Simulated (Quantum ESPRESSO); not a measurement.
# Core-hole calculation of the Zn K edge in ErZn (Pm-3m), part 2 of 2

What does one-electron theory with a core hole give for the Zn K edge of ErZn (Pm-3m)?

Quantum ESPRESSO 7.5; X-ray absorption near-edge structure, plane-wave PAW PBEsol, one-electron final states by a Lanczos continued fraction.

So far. Step 7 (Spectrum with XCH, Zn atom 2): The total-energy difference is 9686.70 eV. One term is added: -30.96 eV, since the hole is spin-paired here and a spin-polarised one costs that much less in the free atom (computed apart). The photon energy is then 9655.74 eV. The tabulated edge of the element is 9659 eV. The functional leaves an error in such absolute values: in the free atom PBEsol prices this hole 8.8 eV below PBE (computed apart), and PBE is itself good to a few eV.

## Step 12: Supercell with XCH, Zn atom 2

Another set-up is tried: convergence threshold of the field to 0.01.

scf.in reads:

```
&control
   calculation='scf', prefix='x', pseudo_dir='../pp', outdir='tmp', tprnfor=.true.
/
&system
   ibrav=0, nat=8, ntyp=3, nbnd=58
   ecutwfc=62, ecutrho=400
   occupations='smearing', smearing='mv', degauss=0.015
/
&electrons
   conv_thr=1.0e-02, electron_maxstep=120
   mixing_beta=0.5
/
ATOMIC_SPECIES
Er 1.0 Er.pbesol-spdn-kjpaw.UPF
Zn0 1.0 Zn.pbesol-dn-kjpaw-1sch.UPF
Zn 1.0 Zn.pbesol-dn-kjpaw.UPF
CELL_PARAMETERS angstrom
  3.50789832 3.50789832 3.50789832
  -3.50789832 3.50789832 -3.50789832
  -3.50789832 3.50789832 3.50789832
ATOMIC_POSITIONS crystal
Er   0.00000000 0.00000000 0.00000000
Er   0.50000000 0.50000000 0.00000000
Er   0.00000000 0.50000000 0.50000000
Er   0.50000000 0.00000000 0.50000000
Zn0  0.50000000 0.00000000 0.00000000
Zn   0.00000000 0.50000000 0.00000000
Zn   0.50000000 0.50000000 0.50000000
Zn   0.00000000 0.00000000 0.50000000
K_POINTS automatic
5 5 5 0 0 0
```

Launch:

```console
OMP_NUM_THREADS=1 mpirun --oversubscribe --bind-to none -np 4 pw.x -nk 4 -in scf.in > scf.out
```

Wall time 44 s (4 MPI ranks of AMD EPYC 7571, shared host); peak memory 0.3 GiB; 2.9 min of CPU time.

The run finished. A setting was moved off its sound value on purpose, so it serves as a test and not as the result.

The fault put into the input: conv_thr is far too loose.

## Step 13: Spectrum with XCH, Zn atom 2

This attempt departs from the first core-hole run: convergence threshold of the field to 0.01.

xspectra.in reads:

```
&input_xspectra
   calculation='xanes_dipole', edge='K'
   prefix='x', outdir='tmp', xiabs=2, xe0=11.1614
   xonly_plot=.false., x_save_file='xanes.sav'
   xniter=3000, xcheck_conv=20, xerror=0.005
   xcoordcrys=.false., xepsilon(1)=1, xepsilon(2)=0, xepsilon(3)=0
/
&plot
   xnepoint=413, xemin=-10, xemax=45, terminator=.true., cut_occ_states=.true.
   xgamma=0.4
/
&pseudos
   filecore='../Zn.wfc'
/
&cut_occ
   cut_desmooth=0.1, cut_stepl=0.05, cut_stepu=0.05, cut_ierror=1e-5
/
3 3 3 0 0 0
```

Launch:

```console
OMP_NUM_THREADS=1 mpirun --oversubscribe --bind-to none -np 4 xspectra.x -nk 4 -in xspectra.in > xspectra.out
```

Elapsed: 1.8 min, on 4 MPI ranks; peak memory 0.23 GiB.

The run finished. A setting was moved off its sound value on purpose, so it serves as a test and not as the result.

The fault put into the input: conv_thr is far too loose.

This run also has another mesh (3×3×3 against 5×5×5), so the 6 % r.m.s. difference can't be laid on the changed setting alone. The highest intensity below 24 eV goes from 9.0 eV (1.55) to 8.3 eV (1.60).

| E (eV) | first run | this run |
| --- | --- | --- |
| -2.0 | 0.11 | 0.12 |
| -0.5 | 0.24 | 0.29 |
| 1.0 | 0.62 | 0.68 |
| 2.5 | 0.74 | 0.73 |
| 4.0 | 0.59 | 0.63 |
| 5.5 | 0.82 | 0.73 |
| 7.0 | 1.16 | 1.15 |
| 8.5 | 1.50 | 1.60 |
| 10.0 | 1.41 | 1.41 |
| 11.5 | 1.20 | 1.08 |
| 13.0 | 1.06 | 1.05 |
| 14.5 | 1.02 | 1.17 |
| 16.0 | 0.98 | 0.93 |
| 17.5 | 0.98 | 0.88 |
| 19.0 | 1.02 | 1.05 |
| 20.5 | 1.17 | 1.18 |
| 22.0 | 1.17 | 1.16 |
| 23.5 | 1.16 | 1.17 |
| 25.0 | 1.10 | 1.13 |
| 26.5 | 1.08 | 1.01 |
| 28.0 | 1.06 | 1.02 |
| 29.5 | 1.10 | 1.09 |
| 31.0 | 1.17 | 1.21 |

## Step 14: What the core hole does

Both curves are counted from their own zero, so only the shift of weight within the empty states shows.

| E (eV) | no hole | XCH |
| --- | --- | --- |
| -2.0 | 0.11 | 0.11 |
| -1.0 | 0.17 | 0.18 |
| 0.0 | 0.34 | 0.35 |
| 1.0 | 0.54 | 0.62 |
| 2.0 | 0.74 | 0.79 |
| 3.0 | 0.64 | 0.67 |
| 4.0 | 0.53 | 0.59 |
| 5.0 | 0.62 | 0.70 |
| 6.0 | 0.76 | 0.97 |
| 7.0 | 0.91 | 1.16 |
| 8.0 | 1.16 | 1.38 |
| 9.0 | 1.38 | 1.55 |
| 10.0 | 1.43 | 1.41 |
| 11.0 | 1.39 | 1.27 |
| 12.0 | 1.33 | 1.13 |
| 13.0 | 1.20 | 1.06 |
| 14.0 | 1.17 | 1.04 |
| 15.0 | 1.18 | 1.01 |
| 16.0 | 1.13 | 0.98 |
| 17.0 | 1.05 | 0.98 |
| 18.0 | 1.03 | 0.97 |
| 19.0 | 1.08 | 1.02 |
| 20.0 | 1.16 | 1.14 |
| 21.0 | 1.25 | 1.17 |
| 22.0 | 1.27 | 1.17 |
| 23.0 | 1.30 | 1.17 |
| 24.0 | 1.31 | 1.15 |
| 25.0 | 1.28 | 1.10 |
| 26.0 | 1.25 | 1.08 |
| 27.0 | 1.22 | 1.07 |
| 28.0 | 1.21 | 1.06 |
| 29.0 | 1.24 | 1.08 |
| 30.0 | 1.26 | 1.12 |
| 31.0 | 1.29 | 1.17 |
| 32.0 | 1.31 | 1.23 |

With each curve scaled to its own mean, the area from −2 to 6 eV with the hole is 4.4 against 4.0, and the centre of weight from −1 to 20 eV moves by -0.4 eV (first and strongest maxima below 20 eV: 2.1 eV (0.75) and 9.6 eV (1.45) without the hole, 1.9 eV (0.79) and 9.0 eV (1.55) with it), a small effect on these measures.

## Step 15: Runs not followed above

These runs aren't followed: redraws of a spectrum that repeat one shown, runs with a planted fault or a state judged unsound, or a program's part that gave no sound spectrum.

| program | step | status | elapsed |
| --- | --- | --- | --- |
| Quantum ESPRESSO | no core hole, redrawn | converged | 6.4 s |
| Quantum ESPRESSO | spectrum with XCH, redrawn | converged | 3.5 s |

## Step 16: What came out

| Property | Result |
| --- | --- |
| absorber and edge | Zn K, atom 2 of the ground-state input (counted from 1) |
| surroundings | 8 Er at 3.04 Å and 6 Zn at 3.51 Å (cube and octahedron, as in bcc, site symmetry m-3m) |
| highest intensity below 24 eV | 9.0 eV above the zero, height 1.55 |
| photon energy of the zero, with the added terms | 9655.7 eV (raw 9686.7 eV; PBEsol puts this hole about 9 eV below PBE, itself good to a few eV) |

What this shows: The Zn K edge of atom 2, with 8 Er at 3.04 Å and 6 Zn at 3.51 Å (cube and octahedron, as in bcc, site symmetry m-3m), has its highest intensity of the first 24 eV at 9.0 eV above the zero, near 9665 eV in photon energy (PBEsol puts this hole about 9 eV below PBE, itself good to a few eV), 1.5 times the mean level of the first 20 eV (Lorentzian half width 0.83 eV up to 4 eV, rising linearly to 1.75 eV at 25 eV (not a setting of the program: the run's 0.4 eV curve was folded afterwards with a further Lorentzian)). With each curve scaled to its own mean, the area from −2 to 6 eV with the hole is 4.4 against 4.0, and the centre of weight from −1 to 20 eV moves by -0.4 eV (first and strongest maxima below 20 eV: 2.1 eV (0.75) and 9.6 eV (1.45) without the hole, 1.9 eV (0.79) and 9.0 eV (1.55) with it), a small effect on these measures. The quadrupole part peaks at 18.4 eV with 0.2 % of the dipole spectrum's mean level. Changing the core hole to FCH alters the shape by 1 % r.m.s., so the result is insensitive to this choice. The strongest dipole feature below the main edge lies at 1.9 eV (height 0.79); the site has an inversion centre, so it comes from p states mixed with the neighbours' empty states, not from local p–d mixing. The run has no spin polarisation, although Er can carry a moment. Lanthanide 4f electrons are frozen in the core. The holes are only 6.1 Å apart, so the shape is probably not converged with cell size; no larger cell was run here. The structure is a computed Materials Project entry and may be a hypothetical form.

[Logs are printed without paths, hosts, clocks, repeated set-up lines and the standing remarks that a program may print on its own settings, such as how far it seeks lower states.]

[Hosts, paths, dates, database ids (printed as entryN), source tags and the programs' standing remarks are cut or masked in the printed files.]

[Lists of maxima count a maximum above −3 eV only where it reaches 4 % of the highest in the window and stands out from its surroundings by 2 % of it (1.5 % where it reaches 55 %); shoulders and weaker maxima are passed over, and of the rest the first, up to two pre-edge ones and the few strongest are named.]
